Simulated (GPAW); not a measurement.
# A Rh chain with a Zn atom bridging one bond: transmission at several levels, part 2 of 2

How well does a Rh chain with a Zn atom bridging one bond conduct at low bias, and how far do basis and functional move the answer?

GPAW 26.7.0; GPAW LCAO, PAW setups; Landauer transmission from Green's functions with principal layers (ASE), zero bias.

So far, transmission at the Fermi level (one spin): step 2 (GPAW, dzp, PBE, GPAW) 3.38; step 3 (basis szp(dzp), PBE, GPAW) 3.39; step 4 (basis sz(dzp), PBE, GPAW) 3.40; step 5 (RPBE) 3.38.

**7. The levels side by side**

The curves are compared point by point over the common energies.

This step: comparison of transmission and cost over codes and levels (GPAW 26.7.0).

Ladder, by row:

```
    step  code  T at the Fermi level (sum over the listed spins)  conductance (G0)  r.m.s. T(E) from the first  wall time (s)  peak memory (GiB)  threads
     dzp  GPAW                                             3.377              3.47                           0          171.7               1.39        1
     szp  GPAW                                             3.388             3.499                     0.05595          110.2               1.32        1
      sz  GPAW                                             3.395             3.511                      0.1733          89.23               1.27        1
dzp-RPBE  GPAW                                             3.378             3.458                      0.1675          163.1               1.39        1
```

Table of transmission, zone mean, sum over the listed spins by energy, zero at the Fermi level:

```
energy (eV)    dzp    szp     sz  dzp-RPBE
    -3.0000   1.50   1.51   1.57      1.51
    -2.7750   1.65   1.68   1.77      1.64
    -2.4750   1.91   1.94   2.05      1.89
    -2.2500   2.10   2.14   2.23      2.09
    -2.0250   2.29   2.31   2.38      2.27
    -1.7250   2.50   2.51   2.55      2.49
    -1.5000   2.61   2.62   2.63      2.61
    -1.2750   2.70   2.70   2.69      2.70
    -0.9750   3.54   3.50   4.77      3.55
    -0.9000   4.90   4.86   4.95      5.60
    -0.8250   4.96   4.97   5.01      4.92
    -0.7500   4.91   4.98   5.00      4.89
    -0.5250   4.80   4.86   4.83      4.77
    -0.2250   4.50   4.57   4.58      4.43
     0.0000   3.38   3.39   3.40      3.38
     0.2250   3.28   3.29   3.30      3.28
     0.5250   2.91   2.90   2.90      2.91
     0.7500   2.45   2.43   2.38      2.44
     0.9750   1.87   1.96   1.89      1.82
     1.2750  0.968  0.982  0.981     0.966
     1.5000  0.991  0.995  0.995     0.991
     1.7250  0.998  0.999  0.999     0.998
     2.0250  0.999  0.999  0.999     0.999
     2.2500  0.998  0.998  0.997     0.998
     2.4750  0.997  0.996  0.995     0.996
     2.7750  0.991  0.983  0.984     0.963
     3.0000   2.06   2.00   1.63      2.12
```

**8. K-points along the lead 40: lead_nz = 40**

The lead's own mesh along the current sets its density and potential; where the lead is aligned to the junction's end layer, a rigid shift drops out.

This step: GPAW LCAO, PAW setups; Landauer transmission from Green's functions with principal layers (ASE), zero bias (GPAW 26.7.0).

run.py

```python
import json
import numpy as np
from ase import Atoms
from ase.transport.calculators import TransportCalculator
from gpaw import GPAW, FermiDirac
from gpaw.lcao.tools import get_lcao_hamiltonian
from scipy.linalg import eigh

# The junction with lead layers at both ends, along the third cell vector
device = Atoms(
    ['Rh', 'Rh', 'Rh', 'Rh', 'Rh', 'Rh', 'Rh', 'Zn', 'Rh', 'Rh', 'Rh', 'Rh', 'Rh', 'Rh', 'Rh'],
    positions=[
        [4.50000, 4.50000, 1.15000],
        [4.50000, 4.50000, 3.45000],
        [4.50000, 4.50000, 5.75000],
        [4.50000, 4.50000, 8.05000],
        [4.50000, 4.50000, 10.35000],
        [4.50000, 4.50000, 12.65000],
        [4.50000, 4.50000, 14.95000],
        [6.54093, 4.50000, 16.20000],
        [4.50000, 4.50000, 17.45000],
        [4.50000, 4.50000, 19.75000],
        [4.50000, 4.50000, 22.05000],
        [4.50000, 4.50000, 24.35000],
        [4.50000, 4.50000, 26.65000],
        [4.50000, 4.50000, 28.95000],
        [4.50000, 4.50000, 31.25000]],
    cell=[[9.0, 0.0, 0.0], [0.0, 9.0, 0.0], [0.0, 0.0, 32.4]],
    pbc=True)

# One principal layer of the lead: the first 5 atoms of the device
lead = Atoms(
    ['Rh', 'Rh', 'Rh', 'Rh', 'Rh'],
    positions=[
        [4.50000, 4.50000, 1.15000],
        [4.50000, 4.50000, 3.45000],
        [4.50000, 4.50000, 5.75000],
        [4.50000, 4.50000, 8.05000],
        [4.50000, 4.50000, 10.35000]],
    cell=[[9.0, 0.0, 0.0], [0.0, 9.0, 0.0], [0.0, 0.0, 11.5]],
    pbc=True)

settings = dict(mode='lcao', basis='dzp', xc='PBE', h=0.2,
                occupations=FermiDirac(0.1), maxiter=250,
                mixer=dict(beta=0.1, nmaxold=8, weight=100.0),
                convergence=dict(density=0.0001))
energies = np.arange(-3, 3 + 1e-9, 0.075)
eta = 0.0001
n1, n2 = 1, 1
# k and -k transmit alike, so half of the mesh across the current serves
mesh = [(i, j) for i in range(n1) for j in range(n2) if (i, j) <= (-i % n1, -j % n2)]
weights = np.array([1 if (i, j) == (-i % n1, -j % n2) else 2 for i, j in mesh]) / (n1 * n2)

# [... helper functions left out ...]
fermi_lead = ground_state(lead, (1, 1, 40), 'lead.txt')
fermi_device = ground_state(device, (1, 1, 3), 'device.txt')
# [... loop over the mesh left out, but for ...]
        # Shift the lead onto the potential of the device's first layer
        shift = ((H[:, 0, 0] - H0[:, 0, 0]) / S0[0, 0]).real.mean()
# [...]
kT = 8.617333e-5 * 300
bias = [0.1, 0.2, 0.5, 1.0, 1.5, 2.0]
# [... integrals and printing left out ...]
```

The run is started by

```bash
> OMP_NUM_THREADS=1 OPENBLAS_NUM_THREADS=1 python run.py
```

Log:

```text
basis functions: device 399, principal layer 135
Fermi level: lead -3.7286 eV, device -3.5576 eV; lead shifted by -0.0006 eV
largest coupling past the next layer 2.07e-04 eV, largest misfit of the first layer 0.064 eV
  E-E_F (eV)   T (one spin)  [channel counts left out]
    -3.000    1.5042e+00
    -2.925    1.5492e+00
    -2.850    1.5979e+00
    -2.775    1.6508e+00
    -2.700    1.7089e+00
    -2.625    1.7718e+00
    -2.550    1.8380e+00
    -2.475    1.9070e+00
    -2.400    1.9740e+00
    -2.325    2.0398e+00
    -2.250    2.1042e+00
    -2.175    2.1672e+00
    -2.100    2.2291e+00
    -2.025    2.2896e+00
    -1.950    2.3482e+00
    -1.875    2.4039e+00
[...]
2.475    9.9725e-01
     2.550    9.9672e-01
     2.625    9.9600e-01
     2.700    9.9474e-01
     2.775    9.9142e-01
     2.850    9.7118e-01
     2.925    4.7899e-01
     3.000    2.0593e+00
conductance at 300 K: 3.4707 G0 a cell; thermopower 5.989 uV/K
current from the zero-bias T(E) at 0.1 V: 27.039 uA
current from the zero-bias T(E) at 0.2 V: 54.752 uA
current from the zero-bias T(E) at 0.5 V: 142.42 uA
current from the zero-bias T(E) at 1.0 V: 291.91 uA
current from the zero-bias T(E) at 1.5 V: 438.49 uA
current from the zero-bias T(E) at 2.0 V: 566.41 uA
```

The job ended after 3.9 min (1 thread of Intel Xeon 6975P-C (Granite Rapids), shared host; peak memory 1.4 GiB).

This step gave:

- conductance: 3.471 G₀
- largest coupling past the next principal layer: 2.07e-4 eV
- largest misfit of the first principal layer: 0.06424 eV
- shift that aligns the lead: -5.58e-4 eV
- transmission at the Fermi level (one spin): 3.377

One spin. Transmission, zone mean against energy, zero at the Fermi level:

energy (eV), transmission, zone mean and a bar from the least value:
```
    -3.00       1.50 ####
    -2.77       1.65 #####
    -2.55       1.84 #######
    -2.40       1.97 ########
    -2.17       2.17 #########
    -1.95       2.35 ###########
    -1.73       2.50 ############
    -1.57       2.58 ############
    -1.35       2.67 #############
    -1.12       2.51 ############
    -0.90       4.90 ##############################
    -0.82       4.96 ##############################
    -0.75       4.91 ##############################
    -0.53       4.80 #############################
    -0.30       4.57 ###########################
    -0.07       3.80 #####################
     0.00       3.38 ##################
     0.07       3.36 ##################
     0.30       3.21 #################
     0.53       2.91 ###############
     0.75       2.45 ###########
     0.90       1.91 #######
     1.12       0.92 
     1.35       0.98 
     1.57       0.99 #
     1.73       1.00 #
     1.95       1.00 #
     2.17       1.00 #
     2.40       1.00 #
     2.55       1.00 #
     2.77       0.99 #
     3.00       2.06 ########
```

Not self-consistent under bias; the bias window is split evenly. Table of current through one cell, from the zero-bias transmission by bias:

```
bias (V)  current through one cell, from the zero-bias transmission (mA)
   0.100                                                          0.0270
   0.200                                                          0.0548
   0.500                                                           0.142
   1.000                                                           0.292
   1.500                                                           0.438
   2.000                                                           0.566
```

The transmission of the three most open eigenchannels by energy, zero at the Fermi level:

```
energy (eV)  channel 1  channel 2  channel 3
      -3.00      0.901      0.598    0.00501
      -2.77      0.910      0.719     0.0220
      -2.55      0.915      0.778      0.144
      -2.40      0.919      0.799      0.256
      -2.17      0.924      0.827      0.416
      -1.95      0.929      0.862      0.557
      -1.73      0.931      0.896      0.676
      -1.57      0.930      0.915      0.737
      -1.35      0.946      0.919      0.806
      -1.12      0.894      0.860      0.754
      -0.90      0.936      0.913      0.910
      -0.75      0.989      0.945      0.923
      -0.53      0.958      0.953      0.881
      -0.30      0.967      0.965      0.881
      -0.07      0.973      0.972      0.882
       0.00      0.974      0.974      0.848
       0.07      0.974      0.973      0.823
       0.30      0.969      0.967      0.747
       0.53      0.957      0.950      0.633
       0.75      0.943      0.914      0.471
       0.90      0.923      0.851      0.136
       1.12      0.921     2.9e-5     8.4e-9
       1.35      0.979     3.0e-5    1.8e-10
       1.57      0.994     3.0e-5    1.8e-10
       1.73      0.998     3.1e-5    1.8e-10
       1.95      0.999     3.2e-5    1.8e-10
       2.17      0.999     3.3e-5    1.7e-10
       2.40      0.998     3.4e-5    1.7e-10
       2.55      0.997     3.5e-5    1.7e-10
       2.77      0.991     3.6e-5    1.7e-10
       3.00      0.992      0.949      0.118
```

The conductance equals that of the dzp run to 0.2 %.

**9. Density threshold 0.01**

The Hamiltonian is taken from the last density. The density threshold is one of the tests that end the cycle; the energy must settle too, so a loose value may not be the test that decides.

Edit run.py of step 8 so:

```diff
@@ -45,3 +45,3 @@
                 mixer=dict(beta=0.1, nmaxold=8, weight=100.0),
-                convergence=dict(density=0.0001))
+                convergence=dict(density=0.01))
 energies = np.arange(-3, 3 + 1e-9, 0.075)
@@ -54,3 +54,3 @@
 # [... helper functions left out ...]
-fermi_lead = ground_state(lead, (1, 1, 40), 'lead.txt')
+fermi_lead = ground_state(lead, (1, 1, 10), 'lead.txt')
 fermi_device = ground_state(device, (1, 1, 3), 'device.txt')
```

Log:

```text
basis functions: device 399, principal layer 135
Fermi level: lead -3.7247 eV, device -3.5676 eV; lead shifted by 0.0041 eV
largest coupling past the next layer 2.07e-04 eV, largest misfit of the first layer 0.134 eV
  E-E_F (eV)   T (one spin)  [channel counts left out]
    -3.000    1.4698e+00
    -2.925    1.5131e+00
    -2.850    1.5672e+00
    -2.775    1.6304e+00
    -2.700    1.7012e+00
    -2.625    1.7794e+00
    -2.550    1.8735e+00
    -2.475    1.8976e+00
    -2.400    1.9931e+00
    -2.325    2.0668e+00
    -2.250    2.1330e+00
    -2.175    2.1940e+00
    -2.100    2.2512e+00
    -2.025    2.3057e+00
    -1.950    2.3573e+00
    -1.875    2.4055e+00
[...]
2.475    9.9742e-01
     2.550    9.9695e-01
     2.625    9.9630e-01
     2.700    9.9516e-01
     2.775    9.9226e-01
     2.850    9.7578e-01
     2.925    2.8225e-01
     3.000    2.0646e+00
conductance at 300 K: 3.4374 G0 a cell; thermopower 5.418 uV/K
current from the zero-bias T(E) at 0.1 V: 26.779 uA
current from the zero-bias T(E) at 0.2 V: 54.325 uA
current from the zero-bias T(E) at 0.5 V: 142.53 uA
current from the zero-bias T(E) at 1.0 V: 293.97 uA
current from the zero-bias T(E) at 1.5 V: 441.77 uA
current from the zero-bias T(E) at 2.0 V: 569.5 uA
```

It took 2.1 min on 1 thread; peak memory 1.4 GiB.

The run finished with changed settings (conv = 0.01); it serves as a test.

Side by side:

```
                                           quantity   this run  sound run  difference
                                   conductance (G₀)     3.4374     3.4699     -0.0326
largest coupling past the next principal layer (eV)   2.072e-4   2.072e-4      1.2e-8
   largest misfit of the first principal layer (eV)    0.13411   0.065720      0.0684
                    shift that aligns the lead (eV)  0.0040604  -3.690e-4     0.00443
         transmission at the Fermi level (one spin)     3.3589     3.3773     -0.0184
```

One result that differs is the largest misfit of the first principal layer, 0.134 eV against 0.0657 eV.

**10. What came out**

* conductance: 3.47 G₀
* transmission at the Fermi level, mean of the spins: 3.38

In words: In the dzp basis the junction conducts 3.47 G₀ at 300 K, with T = 3.38 a spin at the Fermi level; the sz basis reaches that conductance within 10 %. At the Fermi level the three most open eigenchannels pass 0.97, 0.97 and 0.85. Measured against the first run (dzp), the nearest curve is that of szp (r.m.s. 0.056) and the farthest that of sz (0.17). Over the compared runs wall time goes from 89 s (sz) to 172 s (dzp), on a shared host. The geometry was built from estimated bond lengths and not relaxed, so the numbers describe this model structure. The run had no spin polarisation, so a magnetic state, which chains and small molecules with open shells often have, wasn't tested. An evenly spaced straight chain is an idealisation: free chains tend to dimerise, zigzag or, where a band edge lies near the Fermi level, turn magnetic. The currents use the zero-bias T(E) throughout, which holds only while the bias is small against the distance to the nearest feature. The thermopower isn't quoted: it samples T(E) farther from the Fermi level than the conductance does, and the energy grid wasn't tested for it.

[Logs are printed without paths, hosts, clocks, repeated set-up lines and the standing remarks that a program may print on its own settings, such as how far it seeks lower states.]

[Hosts, paths, dates, database ids (printed as entryN), source tags and the programs' standing remarks are cut or masked in the printed files.]
